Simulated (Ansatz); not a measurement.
Consider TmOBr (P4/nmm).

```xyz
6
Lattice="3.7646 0.0000 0.0000 0.0000 3.7646 0.0000 0.0000 0.0000 8.5168" Properties=species:S:1:pos:R:3 pbc="T T T"
Tm    0.0000    1.8823    1.1006
Tm    1.8823    0.0000    7.4161
Br    0.0000    1.8823    5.7605
Br    1.8823    0.0000    2.7563
O     0.0000    0.0000    0.0000
O     1.8823    1.8823    0.0000
```

The cell and positions are those that the Materials Project relaxed with its own functionals (PBE, PBE+U or r2SCAN), kept fixed. The program's search for lower electronic states was switched off, so nothing shows that the state found is the lowest. Spin-orbit coupling is left out unless a run names it. PAW set soft_2, made with PBE.

A constrained-RPA run (Ansatz 0.2.0; non-magnetic LDA; Tm f, bands v12 to c2, 4×4×2 mesh, medium accuracy) builds 14 functions on bands 0.51 eV wide, with 24.0 electrons in the window. The bare on-site interaction is 31.6 eV and the bare J 0.85 eV.

**Question.** What U and J survive the screening?

On the Tm f shell, U = 6.50 eV (21 % of the bare value), U′ = 5.03 eV, J = 0.68 eV.

The parent state is non-magnetic and the interaction static (zero frequency); U depends on the window and the orbitals, so it belongs to this model alone.

[Paths, hosts, dates, memory and timing lines, banners, echoed tables and standing remarks are left out of the program output.]

[Logs are printed without paths, hosts, clocks, repeated set-up lines and the standing remarks that a program may print on its own settings, such as how far it seeks lower states.]

[Runs of the session that timed out or met a known fault of the program may be left out.]

[Hosts, paths, dates, database ids (printed as entryN), source tags and the programs' standing remarks are cut or masked in the printed files.]
